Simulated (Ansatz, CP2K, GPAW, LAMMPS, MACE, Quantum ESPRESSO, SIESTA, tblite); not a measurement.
**Running aqueous Ca2+ and HSO4-, 2.3 mol of salt per kg of water at 360 K (85 atoms) with CP2K**

Wanted: CP2K inputs and outputs for aqueous Ca2+ and HSO4-, 2.3 mol of salt per kg of water at 360 K (85 atoms), checked against a plane-wave reference.

Method: the method is named at each step, in CP2K 2026.2.

## 1. Set-up

The cell holds 85 atoms: 32 O, 2 S, 50 H and 1 Ca. Its edges and angles: a = 9.346 Å, b = 9.346 Å, c = 9.346 Å, α = 90.0°, β = 90.0°, γ = 90.0°. 24 H2O, 1 Ca2+, 2 HSO4- placed at random, at 1.36 g/cm³; overlaps pushed apart, then 10 ps at 420 K with divalent ions of Li, Roberts, Chakravorty and Merz (J. Chem. Theory Comput. 9, 2733 (2013)); MMFF94 bonds, angles, torsions, charges and radii (Halgren, J. Comput. Chem. 17, 490 (1996)) in harmonic and 12-6 forms; SPC/E water (Berendsen, Grigera and Straatsma, J. Phys. Chem. 91, 6269 (1987)). Snapshot after 20 ps at 360 K and fixed volume.

The yardstick, on the same geometry:

| Property | Result |
| --- | --- |
| method | Kohn-Sham DFT, PBE, SSSP efficiency 1.3.0 pseudopotentials, plane waves (Quantum ESPRESSO 7.5); sssp-pbe-1.3.0-efficiency, cutoffs 60/480 Ry, Γ point |
| r.m.s. force component | 0.6261 eV/Å |
| longest force | 2.241 eV/Å |
| pressure | -1.035 GPa |
| gap (highest filled to lowest empty level) | 4.103 eV |
| time | 2 min on 2 MPI ranks of Arm Neoverse V1, shared host |
| CPU time | 4.1 min |

## 2. PBE, DZVP-UZH, 600/50 Ry, diagonalisation

Method: Kohn-Sham DFT, PBE, GTH-PBE pseudopotentials, Gaussian and plane waves, DZVP-MOLOPT (UZH set), diagonalisation.

The input, input.inp:

```
&GLOBAL
  PROJECT cell
  RUN_TYPE ENERGY_FORCE
  PRINT_LEVEL LOW
&END GLOBAL
&FORCE_EVAL
  METHOD QS
  STRESS_TENSOR ANALYTICAL
  &DFT
    BASIS_SET_FILE_NAME BASIS_MOLOPT_UZH
    POTENTIAL_FILE_NAME POTENTIAL_UZH
    &MGRID
      CUTOFF 600
      REL_CUTOFF 50
      NGRIDS 5
    &END MGRID
    &QS
      EPS_DEFAULT 1.0E-12
    &END QS
    &SCF
      SCF_GUESS ATOMIC
      EPS_SCF 5.0E-06
      MAX_SCF 200
      ADDED_MOS 14
      &DIAGONALIZATION
        ALGORITHM STANDARD
      &END DIAGONALIZATION
      &SMEAR ON
        METHOD FERMI_DIRAC
        ELECTRONIC_TEMPERATURE [K] 580
      &END SMEAR
      &MIXING
        METHOD BROYDEN_MIXING
        ALPHA 0.3
        NBROYDEN 12
      &END MIXING
      &PRINT
        &RESTART OFF
        &END RESTART
      &END PRINT
    &END SCF
    &XC
      &XC_FUNCTIONAL PBE
      &END XC_FUNCTIONAL
    &END XC
    &PRINT
      &MULLIKEN ON
      &END MULLIKEN
      &HIRSHFELD ON
        SHAPE_FUNCTION DENSITY
      &END HIRSHFELD
      &MO ON
        EIGENVALUES T
        OCCUPATION_NUMBERS T
        MO_INDEX_RANGE 121 144
        &EACH
          QS_SCF 0
        &END EACH
        ADD_LAST NUMERIC
      &END MO
    &END PRINT
  &END DFT
  &SUBSYS
    &CELL
      A 9.34568 0.00000 0.00000
      B 0.00000 9.34568 0.00000
      C 0.00000 0.00000 9.34568
    &END CELL
    &COORD
      O 2.64053 6.55637 8.90157
      S 2.44474 5.56143 0.81765
      O 0.97653 5.44937 0.94569
      O 3.09716 6.18422 1.99269
      O 3.09501 4.34387 0.34878
      H 2.26278 7.45626 9.20821
      O 5.84413 0.56981 8.56831
      S 7.34113 0.01692 8.72251
      O 8.02373 0.41504 7.51439
      O 7.14197 7.88504 8.78447
      O 7.77028 0.71186 0.55700
      H 5.76498 1.52335 8.83419
      O 2.43436 8.53307 4.82303
      H 2.85314 9.03082 5.58255
      H 3.10127 8.42803 4.08528
      O 6.48758 4.52854 5.69853
      H 7.09216 3.73248 5.67264
      H 5.70956 4.33686 6.29684
      O 5.73666 7.42318 6.40768
      H 4.83835 7.86243 6.41665
      H 6.07095 7.32888 7.34542
      O 3.71902 0.25560 6.88814
      H 3.02445 0.84027 7.30729
      H 4.61368 0.46551 7.28253
      O 3.16968 4.56209 3.91612
      H 3.24463 5.12031 3.08978
      H 2.78613 5.11340 4.65705
      O 6.13778 4.87471 2.81520
      H 6.68160 4.71751 1.99091
      H 5.63498 4.04182 3.04669
      O 6.68356 2.32334 3.01230
      H 6.92655 2.31735 3.98229
      H 7.46299 2.00708 2.47147
      O 7.70430 7.58122 2.29193
      H 7.97570 8.51214 2.04745
      H 7.47991 7.07066 1.46185
      O 8.22158 2.35735 5.66694
      H 8.31607 1.71961 6.43132
      H 9.11671 2.74202 5.44124
      O 2.55595 8.97568 0.79999
      H 1.82091 0.18093 1.19531
      H 3.27183 8.83503 1.48391
      O 7.62869 8.93129 4.76218
      H 8.27392 0.06720 4.16911
      H 7.81766 9.16157 5.71675
      O 2.34446 5.83180 6.27777
      H 2.67791 6.06581 7.19103
      H 2.29820 6.65898 5.71778
      O 0.86074 1.92428 0.88840
      H 9.29362 1.89848 0.48084
      H 1.19550 2.86651 0.89690
      O 0.06617 0.98335 3.27379
      H 0.42224 1.14270 2.35306
      H 0.61055 1.49886 3.93556
      O 4.25789 3.96603 7.03720
      H 3.88677 4.10107 7.95598
[... 25 atom lines left out ...]
      O 1.31634 1.55428 7.33729
      H 1.36054 2.04278 8.20878
      H 0.62139 0.83737 7.39197
      Ca 7.10786 6.55385 4.46303
    &END COORD
    &KIND O
      BASIS_SET DZVP-MOLOPT-PBE-GTH-q6
      POTENTIAL GTH-PBE-q6
    &END KIND
    &KIND S
      BASIS_SET DZVP-MOLOPT-PBE-GTH-q6
      POTENTIAL GTH-PBE-q6
    &END KIND
    &KIND H
      BASIS_SET DZVP-MOLOPT-PBE-GTH-q1
      POTENTIAL GTH-PBE-q1
    &END KIND
    &KIND Ca
      BASIS_SET DZVP-MOLOPT-PBE-GTH-q10
      POTENTIAL GTH-PBE-q10
    &END KIND
  &END SUBSYS
  &PRINT
    &FORCES ON
    &END FORCES
    &STRESS_TENSOR ON
    &END STRESS_TENSOR
  &END PRINT
&END FORCE_EVAL
```

On the command line:

```sh
$ OMP_NUM_THREADS=1 mpirun -np 4 cp2k.psmp -i input.inp > output.txt
```

Numbers of over 12 decimals in the logs are rounded to 6 here.

The log of the run:

```text
CP2K| version string:                                       CP2K version 2026.2
 CP2K| Input file name                                                 input.inp
 GLOBAL| Basis set file name                                    BASIS_MOLOPT_UZH
 GLOBAL| Potential file name                                       POTENTIAL_UZH
 GLOBAL| Run type                                                   ENERGY_FORCE
 GLOBAL| Total number of message passing processes                             4
 GLOBAL| Number of threads for this process                                    1
 TOTAL NUMBERS AND MAXIMUM NUMBERS
  Total number of            - Atomic kinds:                                   4
                             - Atoms:                                         85
                             - Shell sets:                                    85
                             - Shells:                                       326
                             - Primitive Cartesian functions:                424
                             - Cartesian basis functions:                    741
                             - Spherical basis functions:                    706
  Maximum angular momentum of- Orbital basis functions:                        2
                             - Local part of the GTH pseudopotential:          2
                             - Non-local part of the GTH pseudopotential:      3
 SCF PARAMETERS         Density guess:                                    ATOMIC
                        max_scf:                                             200
                        eps_scf:                                        5.00E-06
                        added MOs                                        14    0
                        Mixing method:                            BROYDEN_MIXING
                                                charge density mixing in g-space
                        Smear method:                                FERMI_DIRAC
                        Electronic temperature [K]:                        580.0
                        Electronic temperature [a.u.]:                  1.84E-03
                        Accuracy threshold:                             1.00E-10
 Extrapolation method: initial_guess
 Number of electrons:                                                        264
 Number of occupied orbitals:                                                132
 Number of molecular orbitals:                                               146
 Number of orbital functions:                                                706
 Number of independent orbital functions:                                    706
 SCF WAVEFUNCTION OPTIMIZATION
  Step     Update method      Time    Convergence         Total energy    Change
     1 NoMix/Diag. 0.30E+00    2.1     1.00239236      -598.4225660925 -5.98E+02
     2 Broy./Diag. 0.30E+00    2.8     0.43732146      -552.3581616696  4.61E+01
     3 Broy./Diag. 0.30E+00    2.8     0.15144184      -589.7664136186 -3.74E+01
     4 Broy./Diag. 0.30E+00    2.8     0.04272276      -599.8172965142 -1.01E+01
[...]
15 Broy./Diag. 0.30E+00    2.9     0.00000595      -600.2054782770  6.43E-05
    16 Broy./Diag. 0.30E+00    2.9     0.00000270      -600.2055360168 -5.77E-05
  *** SCF run converged in    16 steps ***
  Electronic density on regular grids:       -264.0000000000        0.0000000000
  Core density on regular grids:              263.9999999999       -0.0000000001
  Total charge density on r-space grids:       -0.0000000001
  Total charge density g-space grids:          -0.0000000001
  Overlap energy of the core charge distribution:               1.45258e-06
  Self energy of the core charge distribution:              -1525.413319
  Core Hamiltonian energy:                                    436.117027
  Hartree energy:                                             629.660017
  Exchange-correlation energy:                               -140.569262
  Electronic entropic energy:                                  -0.000000
  Fermi energy:                                                 0.049770
  Total energy:                                              -600.205536
  Total energy (extrapolated to T->0):                       -600.205536
 MO| EIGENVALUES AND OCCUPATION NUMBERS
 MO|
 MO|  Index      Eigenvalue [a.u.]        Eigenvalue [eV]             Occupation
 MO|    121              -0.082286              -2.239126               2.000000
 MO|    122              -0.078423              -2.134004               2.000000
 MO|    123              -0.076693              -2.086935               2.000000
[...]
MO|    143               0.223770               6.089102               0.000000
 MO|    144               0.226811               6.171844               0.000000
 MO| Sum:                                                             264.000000
 MO| E(Fermi):            0.049770 a.u.          1.354299 eV
 MO| Band gap:            0.155497 a.u.          4.231286 eV
 !-----------------------------------------------------------------------------!
                     Mulliken Population Analysis
 #  Atom  Element  Kind  Atomic population                           Net charge
       1     O        1          6.423780                             -0.423780
       2     S        2          5.367579                              0.632421
       3     O        1          6.454202                             -0.454202
[...]
84     H        3          0.699066                              0.300934
      85     Ca       4          8.506168                              1.493832
 # Total charge                            264.000000                 -0.000000
 !-----------------------------------------------------------------------------!
 !-----------------------------------------------------------------------------!
                           Hirshfeld Charges
  #Atom  Element  Kind  Ref Charge     Population                    Net charge
      1       O      1       6.000          6.161                        -0.161
      2       S      2       6.000          5.503                         0.497
      3       O      1       6.000          6.236                        -0.236
[...]
84       H      3       1.000          0.863                         0.137
     85       Ca     4      10.000          9.591                         0.409
  Total Charge                                                           -0.000
 !-----------------------------------------------------------------------------!
 ENERGY| Total FORCE_EVAL ( QS ) energy [hartree]           -600.205567
 FORCES| Atomic forces [hartree/bohr]
 FORCES|   Atom     x               y               z               |f|
 FORCES|      1  1.96363636E-03  1.39877620E-02  6.86565735E-03   1.57051139E-02
 FORCES|      2 -2.32139464E-02  2.83713055E-02  1.06239157E-03   3.66735185E-02
 FORCES|      3 -6.65632235E-04 -8.96428510E-03  3.96567348E-03   9.82486844E-03
[...]
FORCES|     84  1.07450894E-02  1.60088403E-02  8.96350568E-03   2.12622753E-02
 FORCES|     85 -4.86611428E-03 -1.77707361E-04  5.86185066E-04   4.90451435E-03
 FORCES| Sum     4.85066432E-03 -3.75541764E-04 -4.24797483E-03
 FORCES| Total atomic force                                       6.45873565E-03
 STRESS| Analytical stress tensor [bar]
 STRESS|                        x                   y                   z
 STRESS|      x       -8.48351716558E+02   8.34477805329E+02  -1.29813312500E+03
 STRESS|      y        8.34477805329E+02   1.25834102418E+04  -2.78402612439E+03
 STRESS|      z       -1.29813312500E+03  -2.78402612439E+03   2.30574659025E+03
 STRESS| 1/3 Trace                                             4.68026837183E+03
```

It took 54 s on 4 MPI ranks of Arm Neoverse V1, shared host; peak memory 3.4 GiB.

Banners, paths, timers and routine set-up lines are dropped from the logs unmarked, and long logs keep their key lines alone; longer cuts are marked.

Numbers from this run, and their distance from the reference:

| Property | Result |
| --- | --- |
| r.m.s. force component | 0.5877 eV/Å |
| r.m.s. difference of force components | 138.4 meV/Å |
| longest difference of force vectors | 639.5 meV/Å |
| force difference over r.m.s. force | 22.11 % |
| slope of forces against the reference's | 0.9161 |
| correlation of force components | 0.976 |
| gap (highest filled to lowest empty level) | 4.231 eV |
| gap difference | 0.1287 eV |
| pressure | 0.468 GPa |
| pressure difference | 1.503 GPa |

Length of the force difference by element (eV/Å):

| element | atoms | mean | most |
| --- | --- | --- | --- |
| Ca | 1 | 0.052 | 0.052 |
| H | 50 | 0.17 | 0.22 |
| O | 32 | 0.30 | 0.64 |
| S | 2 | 0.11 | 0.14 |

Levels nearest the highest filled one (eV from it): -0.96, -0.85, -0.80, -0.80, -0.76, -0.58, -0.44, -0.36, -0.30, -0.22, -0.08, 0.00, 4.23, 6.00, 6.21, 6.35, 6.46, 6.53, 6.60, 6.62, 6.90, 7.20, 7.37, 7.46.

A closer look about Ca85, the only Ca atom: 9 atoms, nearest first, numbered in the order of the input, with positions taken from that point.

| atom | x | y | z | distance (Å) | bonds | Hirshfeld charge (e) | Fx | Fy | Fz (eV/Å) |
| --- | --- | --- | --- | --- | --- | --- | --- | --- | --- |
| Ca85 | 0.00 | 0.00 | 0.00 | 0.00 | 8 | 0.41 | -0.25 | -0.01 | 0.03 |
| O43 | 0.52 | 2.38 | 0.30 | 2.45 | 3 | -0.26 | -0.16 | -0.10 | 0.45 |
| O16 | -0.62 | -2.03 | 1.24 | 2.45 | 3 | -0.28 | 0.28 | 0.03 | -0.12 |
| O70 | -2.01 | 0.91 | -1.08 | 2.45 | 3 | -0.26 | -0.65 | -0.50 | 0.48 |
| O34 | 0.60 | 1.03 | -2.17 | 2.47 | 3 | -0.24 | 0.54 | 0.12 | -0.65 |
| O67 | 1.93 | -1.23 | -0.98 | 2.49 | 3 | -0.24 | 0.32 | -0.65 | 0.35 |
| O19 | -1.37 | 0.87 | 1.94 | 2.53 | 3 | -0.24 | -0.44 | -0.04 | 0.46 |
| O28 | -0.97 | -1.68 | -1.65 | 2.54 | 3 | -0.24 | -0.38 | -0.06 | -0.47 |
| O76 | 1.75 | 0.16 | 1.97 | 2.65 | 3 | -0.24 | 0.02 | 0.13 | 0.60 |

Forces lie 22 % from the reference's, at 0.87 times its CPU time (on 4 against 2 cores).

## 3. PBE, DZVP-MOLOPT-SR, 600/50 Ry, TRS4 filter 1e-07, SCF 1e-07

Method: Kohn-Sham DFT, PBE, GTH-PBE pseudopotentials, Gaussian and plane waves, DZVP-MOLOPT-SR-GTH, linear-scaling purification of the density matrix.

The input, input.inp:

```
&GLOBAL
  PROJECT cell
  RUN_TYPE ENERGY_FORCE
  PRINT_LEVEL LOW
&END GLOBAL
&FORCE_EVAL
  METHOD QS
  STRESS_TENSOR ANALYTICAL
  &DFT
    BASIS_SET_FILE_NAME BASIS_MOLOPT
    POTENTIAL_FILE_NAME GTH_POTENTIALS
    &MGRID
      CUTOFF 600
      REL_CUTOFF 50
      NGRIDS 5
    &END MGRID
    &QS
      EPS_DEFAULT 1.0E-10
      LS_SCF T
    &END QS
    &LS_SCF
      PURIFICATION_METHOD TRS4
      EPS_FILTER 1.0E-07
      EPS_SCF 1.0E-07
      MAX_SCF 60
      S_PRECONDITIONER ATOMIC
      MIXING_FRACTION 0.45
      REPORT_ALL_SPARSITIES F
    &END LS_SCF
    &XC
      &XC_FUNCTIONAL PBE
      &END XC_FUNCTIONAL
    &END XC
    &PRINT
      &MULLIKEN ON
      &END MULLIKEN
    &END PRINT
  &END DFT
  &SUBSYS
    &CELL
      A 9.34568 0.00000 0.00000
      B 0.00000 9.34568 0.00000
      C 0.00000 0.00000 9.34568
    &END CELL
    &TOPOLOGY
      COORD_FILE_NAME structure.xyz
      COORD_FILE_FORMAT XYZ
    &END TOPOLOGY
    &KIND O
      BASIS_SET DZVP-MOLOPT-SR-GTH-q6
      POTENTIAL GTH-PBE-q6
    &END KIND
    &KIND S
      BASIS_SET DZVP-MOLOPT-SR-GTH-q6
      POTENTIAL GTH-PBE-q6
    &END KIND
    &KIND H
      BASIS_SET DZVP-MOLOPT-SR-GTH-q1
      POTENTIAL GTH-PBE-q1
    &END KIND
    &KIND Ca
      BASIS_SET DZVP-MOLOPT-SR-GTH-q10
      POTENTIAL GTH-PBE-q10
    &END KIND
  &END SUBSYS
  &PRINT
    &FORCES ON
    &END FORCES
    &STRESS_TENSOR ON
    &END STRESS_TENSOR
  &END PRINT
&END FORCE_EVAL
```

The input, structure.xyz:

```xyz
85

O 2.64053 6.55637 8.90157
S 2.44474 5.56143 0.81765
O 0.97653 5.44937 0.94569
O 3.09716 6.18422 1.99269
O 3.09501 4.34387 0.34878
H 2.26278 7.45626 9.20821
O 5.84413 0.56981 8.56831
S 7.34113 0.01692 8.72251
O 8.02373 0.41504 7.51439
O 7.14197 7.88504 8.78447
O 7.77028 0.71186 0.55700
H 5.76498 1.52335 8.83419
O 2.43436 8.53307 4.82303
H 2.85314 9.03082 5.58255
H 3.10127 8.42803 4.08528
O 6.48758 4.52854 5.69853
H 7.09216 3.73248 5.67264
H 5.70956 4.33686 6.29684
O 5.73666 7.42318 6.40768
H 4.83835 7.86243 6.41665
[... 61 atom lines left out ...]
O 1.31634 1.55428 7.33729
H 1.36054 2.04278 8.20878
H 0.62139 0.83737 7.39197
Ca 7.10786 6.55385 4.46303
```

On the command line:

```sh
$ OMP_NUM_THREADS=2 cp2k.psmp -i input.inp > output.txt
```

The log of the run:

```text
CP2K| version string:                                       CP2K version 2026.2
 CP2K| Input file name                                                 input.inp
 GLOBAL| Basis set file name                                        BASIS_MOLOPT
 GLOBAL| Potential file name                                      GTH_POTENTIALS
 GLOBAL| Run type                                                   ENERGY_FORCE
 GLOBAL| Total number of message passing processes                             1
 GLOBAL| Number of threads for this process                                    2
[... lines left out ...]
 Re-scaling the density matrix to get the right number of electrons
[... lines left out ...]
 SCF run converged in     9 steps.
[... lines left out ...]
      85     Ca       4          8.645056                              1.354944
 # Total charge                            264.000021                 -0.000021
 !-----------------------------------------------------------------------------!
 ENERGY| Total FORCE_EVAL ( QS ) energy [hartree]           -600.295523
 FORCES| Atomic forces [hartree/bohr]
 FORCES|   Atom     x               y               z               |f|
 FORCES|      1  4.02961984E-04  1.52965875E-02  8.91038742E-03   1.77071447E-02
 FORCES|      2 -2.16514306E-02  2.65638715E-02  4.26261790E-04   3.42725169E-02
 FORCES|      3  1.66883756E-03 -8.94383334E-03  4.12255847E-03   9.98862663E-03
[...]
FORCES|     84  1.21281590E-02  1.83750756E-02  8.54602344E-03   2.36171582E-02
 FORCES|     85 -5.30882934E-03 -2.05651271E-04  4.98348864E-04   5.33613277E-03
 FORCES| Sum     4.78199809E-03 -5.30383922E-04 -4.10513474E-03
 FORCES| Total atomic force                                       6.32462995E-03
 STRESS| Analytical stress tensor [bar]
 STRESS|                        x                   y                   z
 STRESS|      x       -8.63155129811E+03   5.16070440040E+02  -1.30875268575E+03
 STRESS|      y        5.16070440040E+02   5.05132401419E+03  -3.13396728092E+03
 STRESS|      z       -1.30875268575E+03  -3.13396728092E+03  -6.76619859157E+03
 STRESS| 1/3 Trace                                            -3.44880862516E+03
```

The job ended after 75 s (2 threads; peak memory 1.2 GiB; 2.3 min of CPU time).

Numbers from this run, and their distance from the reference:

| Quantity | Value |
| --- | --- |
| r.m.s. force component | 0.6322 eV/Å |
| r.m.s. difference of force components | 77.21 meV/Å |
| longest difference of force vectors | 505.7 meV/Å |
| force difference over r.m.s. force | 12.33 % |
| slope of forces against the reference's | 1.002 |
| correlation of force components | 0.9925 |
| pressure | -0.3449 GPa |
| pressure difference | 0.6904 GPa |
| energy less the same-level run's | 0.0058 meV/atom |
| r.m.s. force difference from the same-level run | 15.48 meV/Å |

Against the first run (22 %), the force difference from the reference is 12 %, at 0.65 times the CPU time (on 2 against 4 cores) (9 SCF steps against 16).

(Continued in part 2 of 3.)

[Also dropped from logs without a mark: logging warnings of Python, and SIESTA's first energy breakdown and zero terms.]

[Logs are printed without paths, hosts, clocks, repeated set-up lines and the standing remarks that a program may print on its own settings, such as how far it seeks lower states.]

[Hosts, paths, dates, database ids (printed as entryN), source tags and the programs' standing remarks are cut or masked in the printed files.]

[The MMFF94 radii named for the starting cell were scaled by 0.96; in molecules described by MMFF94, hydrogen bound to N, O or S took a small fixed 12-6 site in their place.]
